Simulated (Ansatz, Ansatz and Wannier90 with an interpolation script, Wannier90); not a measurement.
# PbIF (P4/nmm): what limits a Wannier interpolation of GW

Aim: vary the Wannier model and the GW settings for PbIF (P4/nmm) and see what the interpolated bands lose.

Program: Wannier90 4.0.3. Level of theory: maximally localised Wannier functions from the overlaps of LDA states (plane waves, PAW). Results are calculated unless marked as measured.

### 1. The structure

Symmetry: P4/nmm, No. 129, tetragonal system. The conventional cell has a = 4.237 Å, b = 4.237 Å, c = 8.800 Å, α = 90.00°, β = 90.00°, γ = 90.00°. Nearest to Pb lie 4 F at 2.56 Å and 4 I at 3.36 Å. I has 4 Pb at 3.36 Å nearest. F has 4 Pb at 2.56 Å nearest. Farther neighbours and most contacts between anions are not listed.

The cell and positions come from the Crystallography Open Database and are kept as given unless a step says otherwise. Spin-orbit coupling is left out unless a step names it.

### 2. Wannier model on 8×8×4, by Wannier90

Localised functions give a small Hamiltonian that interpolates between mesh points at no cost.

The input, w.win:

```
num_iter = 1200
conv_tol = 1.0e-8
conv_window = 5
dis_num_iter = 4000
dis_conv_tol = 1.0e-8
dis_mix_ratio = 0.7
write_hr = true
use_ws_distance = false
num_print_cycles = 50
! ansatz wannier90 interface
! projections by site (counted from 0) and shell: 4 2P, 5 2P, 2 5P, 3 5P, 0 6P, 1 6P
! states of the run's bands (counted from 1): 1-46
num_bands = 46
num_wann  = 18
dis_win_min = 1.39
dis_win_max = 13.76
dis_froz_min = 1.39
dis_froz_max = 10.76
guiding_centres = true

begin unit_cell_cart
Ang
                   4.2374                      0.0                      0.0
                      0.0                   4.2374                      0.0
                      0.0                      0.0                      8.8
end unit_cell_cart

begin atoms_frac
Pb                       0.5                      0.0                  0.16392
Pb                       0.0                      0.5                  0.83608
I                        0.5                      0.0                  0.66297
I                        0.0                      0.5                  0.33703
F                        0.0                      0.0                      0.0
F                        0.5                      0.5                      0.0
end atoms_frac

mp_grid = 8 8 4

[... the mesh's points ...]
```

Run with:

```bash
OMP_NUM_THREADS=1 mpirun -n 4 wannier90.x w > wannier90.x.log
```

Numbers of over 12 decimals in the logs are rounded to 6 here.

What it wrote:

```text
TEM
                                    ------

                              Lattice Vectors (Ang)
                    a_1     4.237400   0.000000   0.000000
                    a_2     0.000000   4.237400   0.000000
                    a_3     0.000000   0.000000   8.800000

                   Unit Cell Volume:     158.00892  (Ang^3)

                        Reciprocal-Space Vectors (Ang^-1)
                    b_1     1.482793   0.000000   0.000000
                    b_2     0.000000   1.482793   0.000000
                    b_3     0.000000   0.000000   0.713998

 *----------------------------------------------------------------------------*
 |   Site       Fractional Coordinate          Cartesian Coordinate (Ang)     |
 +----------------------------------------------------------------------------+
 | pb   1   0.50000   0.00000   0.16392   |    2.11870   0.00000   1.44250    |
 | pb   2   0.00000   0.50000   0.83608   |    0.00000   2.11870   7.35750    |
 | i    1   0.50000   0.00000   0.66297   |    2.11870   0.00000   5.83414    |
 | i    2   0.00000   0.50000   0.33703   |    0.00000   2.11870   2.96586    |
 | f    1   0.00000   0.00000   0.00000   |    0.00000   0.00000   0.00000    |
 | f    2   0.50000   0.50000   0.00000   |    2.11870   2.11870   0.00000    |
 *----------------------------------------------------------------------------*
                                ------------
                                K-POINT GRID
                                ------------

             Grid size =  8 x  8 x  4      Total points =  256

 *---------------------------------- MAIN ------------------------------------*
 |  Number of Wannier Functions               :                18             |
 |  Number of Objective Wannier Functions     :                18             |
 |  Number of input Bloch states              :                46             |
 |  Output verbosity (1=low, 5=high)          :                 1             |
 |  Timing Level (1=low, 5=high)              :                 1             |
 |  Optimisation (0=memory, 3=speed)          :                 3             |
 |  Length Unit                               :               Ang             |
 |  Post-processing setup (write *.nnkp)      :                 F             |
 |  Using Gamma-only branch of algorithms     :                 F             |
 *----------------------------------------------------------------------------*
 *------------------------------- WANNIERISE ---------------------------------*
 |  Total number of iterations                :              1200             |
 |  Number of CG steps before reset           :                 5             |
 |  Trial step length for line search         :             2.000             |
 |  Convergence tolerence                     :         0.100E-07             |
[...]
Final Omega_I    40.83890201 (Ang^2)

 +----------------------------------------------------------------------------+

 Writing checkpoint file w.chk... done

 *------------------------------- WANNIERISE ---------------------------------*
 +--------------------------------------------------------------------+<-- CONV
 | Iter  Delta Spread     RMS Gradient      Spread (Ang^2)      Time  |<-- CONV
 +--------------------------------------------------------------------+<-- CONV

 ------------------------------------------------------------------------------
 Initial State
  WF centre and spread    1  (  0.000000, -0.000000,  0.000000 )     1.10051978
  WF centre and spread    2  (  0.000000, -0.000000,  0.102154 )     1.19282650
  WF centre and spread    3  ( -0.000000,  0.000000, -0.102154 )     1.19282650
[...]
Sum of centres and spreads ( 19.068300, 19.068300, 52.800000 )    43.21657202

      0     0.432E+02     0.0000000000       43.2165720177       0.28  <-- CONV
        O_D=      0.0951691 O_OD=      2.2825009 O_TOT=     43.2165720 <-- SPRD
 ------------------------------------------------------------------------------
 Cycle:      1
[...]
Sum of centres and spreads ( 19.068300, 19.068300, 52.800000 )    42.94716727

      1    -0.269E+00     0.4499046222       42.9471672736       0.31  <-- CONV
        O_D=      0.0964641 O_OD=      2.0118011 O_TOT=     42.9471673 <-- SPRD
 Delta: O_D=  0.1295019E-02 O_OD= -0.2706998E+00 O_TOT= -0.2694047E+00 <-- DLTA
 ------------------------------------------------------------------------------

             <<<     Delta < 1.000E-08  over  5 iterations     >>>
             <<< Wannierisation convergence criteria satisfied >>>

 Final State
[...]
WF centre and spread   17  (  0.000000,  2.118700,  7.132261 )     3.64612137
  WF centre and spread   18  ( -0.000000,  2.118700,  7.132261 )     3.64612137
  Sum of centres and spreads ( 19.068300, 19.068300, 52.800000 )    42.70214123

         Spreads (Ang^2)       Omega I      =    40.838902008
        ================       Omega D      =     0.087958637
                               Omega OD     =     1.775280582
    Final Spread (Ang^2)       Omega Total  =    42.702141228
 ------------------------------------------------------------------------------

 Writing checkpoint file w.chk... done

 *---------------------------------------------------------------------------*
 |                               PLOTTING                                    |
 *---------------------------------------------------------------------------*

 *===========================================================================*
 |                             TIMING INFORMATION                            |
 *===========================================================================*
 |    Tag                                                Ncalls      Time (s)|
 |---------------------------------------------------------------------------|
 |kmesh: get                                        :         1         0.072|
 |overlap: read                                     :         1         2.618|
 |dis: main                                         :         1         0.311|
 |wann: main                                        :         1         1.003|
 |plot: main                                        :         1         0.258|
 *---------------------------------------------------------------------------*
 All done: wannier90 exiting
```

It took 5.5 s on 4 MPI ranks of Arm Neoverse V1, shared host; 21 s of CPU time.

This step gave:

* gauge-invariant spread: 40.84 Å²
* diagonal spread: 0.08796 Å²
* off-diagonal spread: 1.775 Å²
* total spread: 42.70 Å²
* disentanglement steps: 23
* r.m.s. interpolation error: 5.71e-4 eV
* r.m.s. error near the gap: 7.65e-4 eV

Near the gap the model misses directly solved bands by 0.8 meV r.m.s. and by 7 meV at most in the window tested. This tests the starting bands, not the corrections carried with them.

### 3. Wannier model on 8×8×4, by the program's own minimiser

This step: maximally localised Wannier functions, LDA, plane waves, PAW.

The input, input.yaml:

```yaml
crystal:
  lattice:
    - [4.2374, 0.0, 0.0]
    - [0.0, 4.2374, 0.0]
    - [0.0, 0.0, 8.8]
  atoms:
    - { symbol: Pb, position: [0.5, 0.0, 0.16392] }
    - { symbol: Pb, position: [0.0, 0.5, 0.83608] }
    - { symbol: I, position: [0.5, 0.0, 0.66297] }
    - { symbol: I, position: [0.0, 0.5, 0.33703] }
    - { symbol: F, position: [0.0, 0.0, 0.0] }
    - { symbol: F, position: [0.5, 0.5, 0.0] }
kpoints:
  mp_grid: { grid: [4, 4, 2] }
hamiltonian:
  xc: lda
scf:
  occupations: { method: fixed }
  n_extra_bands: 84
output:
  wannier:
    kmesh: [8, 8, 4]
    projections:
      - { species: F, l: p, shell: 2 }
      - { species: I, l: p, shell: 5 }
      - { species: Pb, l: p, shell: 6 }
    minimise: true
    write_hr: true
    seedname: w
    conv_tol: 1.0e-06
    max_iter: 20000
    stability_check: false
    disentanglement:
      window: [1.39, 13.76]
      frozen_window: [1.39, 10.76]
      conv_tol: 1.0e-08
```

Run with:

```bash
ansatz run input.yaml --threads 4 --pin off --max-ram 18432MiB --backend cpu --events-out ev --progress --plain --runs-dir out
```

What it wrote:

```text
scf.n_extra_bands = 84 over 38 filled bands (N_el = 76.0): the run solves 122 bands
Engine: ansatz 0.2.0, aarch64-unknown-linux-gnu
Pseudopotentials: kind: paw
Pseudopotential: Pb, paw, valence charge 14, recommended cutoff 420 eV (normal), Pb.paw.azcp
Pseudopotential: I, paw, valence charge 17, recommended cutoff 420 eV (normal), I.paw.azcp
Pseudopotential: F, paw, valence charge 7, recommended cutoff 420 eV (normal), F.paw.azcp
Functional definition: SPW92
  exchange = slater_x
  correlation = pw_c
Crystal: 6 atoms, lattice volume = 158.009 Å³
Basis set: ecut = 420 eV, 3053 PW (Γ)
Bands: 122, of which v1, the nominal top of the filled ones, is band 38 counted from 1 (37 counted from 0)
Symmetry: 16 space group operations
Space group: P4/nmm (ITA 129), of the structure as read, at distance tolerance 5.4e-5 Å
k-points: 12 of 32
Non-local potential: Pb, projectors of the file, l = 0: 2, l = 1: 2, l = 2: 2, l = 3: 2
Non-local potential: I, projectors of the file, l = 0: 2, l = 1: 2, l = 2: 2, l = 3: 2
Non-local potential: F, projectors of the file, l = 0: 2, l = 1: 2, l = 2: 1
PAW form: soft (Blöchl's): semilocal exchange-correlation on the pseudo side does not see the compensation charge
PAW frozen core: Pb, regenerated for the run's functional, and the local potential with it (the file was generated under x = pbe(κ = 0.804, μ = 0.219515), c = pbe(β = 0.066725))
PAW frozen core: I, regenerated for the run's functional, and the local potential with it (the file was generated under x = pbe(κ = 0.804, μ = 0.219515), c = pbe(β = 0.066725))
[...]
SCF 1 converged in 7 iterations: F = -39507.105492 eV  dr2 = 9.31e-8
[...]
NSCF: frozen V_eff on 49 k-points
the Wannier pass solved 49 of the 256 points of its mesh, and has the states at the others by symmetry: states obtained by the crystal's operations at points that were solved too leave a residual of 6.35e-13 eV (read by the count's bands and the next), within 6.67e-6 eV
SCF converged after 7 iterations
Free energy (F): -39507.105492 eV
Harris-Foulkes:  -39507.105492 eV  (|F-HF|=2.04e-8)
Internal energy: -39507.105492 eV  (E = F + TS)
E sigma→0 (E₀):  -39507.105492 eV
Fermi energy:    6.598840 eV
--- Per-component energies (eV) ---
  E_band       = -922.202637
  E_kinetic    = 1360.195342
  E_local      = -7353.872001  (includes V_loc(G=0)·N_el)
  E_nonlocal   = 688.026836
  E_hartree    = 3371.702507
  E_xc         = -849.432192
  E_vxc        = -726.600003  (∫ρ·V_xc dr)
  E_paw        = -29892.189934  (= ΣΔE_a)
  E_vpaw       = -1633.368487  (= ΣTr[D̂ρ^β])
  E_aug_tail   = 0.004281  (compensation charges beyond the density's cutoff)
  E_ewald      = -6833.173836
  E_core_change = 1.633506  (= ΣΔE_core)
  E_smearing   = -0.000000  (= −TS)
  E_closure    = 0.000000  (closes the sum)
  Σ components = -39507.105492   (vs F -39507.105492, Δ=0.00e0)
--- Band table (eV; the first three rows and the last of 12) ---
  k-point 0: bands = [... 34 lower, 5.4592, 5.7663, 5.7663, 6.2836, 8.5880, 9.8312, 11.5739, 11.5739, ... 80 higher]
  k-point 1: bands = [... 34 lower, 5.3074, 5.9419, 5.9419, 6.5988, 8.1597, 9.7060, 11.3519, 11.3519, ... 80 higher]
  k-point 2: bands = [... 34 lower, 5.7081, 5.9815, 5.9869, 6.2601, 9.6684, 10.2441, 10.2688, 10.9605, ... 80 higher]
  k-point 11: bands = [... 34 lower, 4.1406, 4.1406, 5.5765, 5.5765, 10.1569, 10.1569, 10.1759, 10.1759, ... 80 higher]
Wannier search: line search 1 of at most 20000: gauge-dependent spread (as the search counts it) 2.1082584 Å², largest recent change 2.7e-1 Å² against conv_tol 1.0e-6 Å², 0 stops escaped
```

Elapsed: 49 s, on 4 threads; peak memory 2.1 GiB.

This step gave:

```
gauge-invariant spread     : 40.84 Å²
diagonal spread            : 0.08796 Å²
off-diagonal spread        : 1.775 Å²
total spread               : 42.70 Å²
least projectability       : 0.5049
localisation steps         : 34
disentanglement steps      : 19
r.m.s. interpolation error : 5.72e-4 eV
r.m.s. error near the gap  : 7.65e-4 eV
```

Near the gap the model misses directly solved bands by 0.8 meV r.m.s. and by 7 meV at most in the window tested. This tests the starting bands, not the corrections carried with them.

Frozen up to 4.16 eV; above it the model need not follow the bands. The electronic bands at the labelled points (eV, zero at the valence-band top; v1 is the highest filled band, c1 the lowest empty one):

```csv
point,v4,v3,v2,v1,c1,c2,c3,c4
Γ,-1.14,-0.83,-0.83,-0.32,1.99,3.23,4.98,4.98
halfway,-0.89,-0.62,-0.61,-0.34,3.07,3.65,3.67,4.36
X,-0.63,-0.63,-0.47,-0.47,3.32,3.32,3.95,3.95
halfway,-1.53,-1.53,-0.98,-0.98,3.04,3.04,4.01,4.01
M,-1.83,-1.83,-0.91,-0.91,2.76,2.76,3.70,3.70
halfway,-1.42,-0.89,-0.57,-0.50,2.80,3.79,3.82,4.27
Γ,-1.14,-0.83,-0.83,-0.32,1.99,3.23,4.98,4.98
halfway,-1.23,-0.73,-0.73,-0.16,1.75,3.21,4.84,4.84
Z,-1.29,-0.66,-0.66,0.00,1.56,3.11,4.75,4.75
halfway,-0.99,-0.60,-0.51,-0.44,2.72,3.20,4.32,4.45
R,-0.73,-0.73,-0.48,-0.48,3.29,3.29,3.96,3.96
halfway,-1.64,-1.64,-0.80,-0.80,2.61,2.61,4.46,4.46
A,-2.46,-2.46,-1.02,-1.02,3.56,3.56,3.58,3.58
halfway,-1.58,-0.95,-0.68,-0.56,2.46,3.89,4.31,4.34
Z,-1.29,-0.66,-0.66,0.00,1.56,3.11,4.75,4.75
jump to X,-0.63,-0.63,-0.47,-0.47,3.32,3.32,3.95,3.95
halfway,-0.68,-0.68,-0.47,-0.47,3.30,3.30,3.95,3.95
R,-0.73,-0.73,-0.48,-0.48,3.29,3.29,3.96,3.96
jump to M,-1.83,-1.83,-0.91,-0.91,2.76,2.76,3.70,3.70
halfway,-2.03,-2.03,-0.97,-0.97,3.06,3.06,3.62,3.62
A,-2.46,-2.46,-1.02,-1.02,3.56,3.56,3.58,3.58
```

The same for Kohn-Sham, solved directly:

```csv
point,v4,v3,v2,v1,c1,c2,c3,c4
Γ,-1.14,-0.83,-0.83,-0.32,1.99,3.23,4.98,4.98
X,-0.63,-0.63,-0.47,-0.47,3.32,3.32,3.95,3.95
M,-1.83,-1.83,-0.91,-0.91,2.76,2.76,3.70,3.70
Γ,-1.14,-0.83,-0.83,-0.32,1.99,3.23,4.98,4.98
Z,-1.29,-0.66,-0.66,0.00,1.56,3.11,4.75,4.75
R,-0.74,-0.74,-0.48,-0.48,3.29,3.29,3.96,3.96
A,-2.46,-2.46,-1.02,-1.02,3.56,3.56,3.58,3.58
Z,-1.29,-0.66,-0.66,0.00,1.56,3.11,4.75,4.75
X,-0.63,-0.63,-0.47,-0.47,3.32,3.32,3.95,3.95
R,-0.74,-0.74,-0.48,-0.48,3.29,3.29,3.96,3.96
M,-1.83,-1.83,-0.91,-0.91,2.76,2.76,3.70,3.70
A,-2.46,-2.46,-1.02,-1.02,3.56,3.56,3.58,3.58
```

(Part 1 of 2 ends here.)

[Paths, hosts, dates, memory and timing lines, banners, echoed tables and standing remarks are left out of the program output.]

[Logs are printed without paths, hosts, clocks, repeated set-up lines and the standing remarks that a program may print on its own settings, such as how far it seeks lower states.]

[Runs of the session that timed out or met a known fault of the program may be left out.]

[Hosts, paths, dates, database ids (printed as entryN), source tags and the programs' standing remarks are cut or masked in the printed files.]
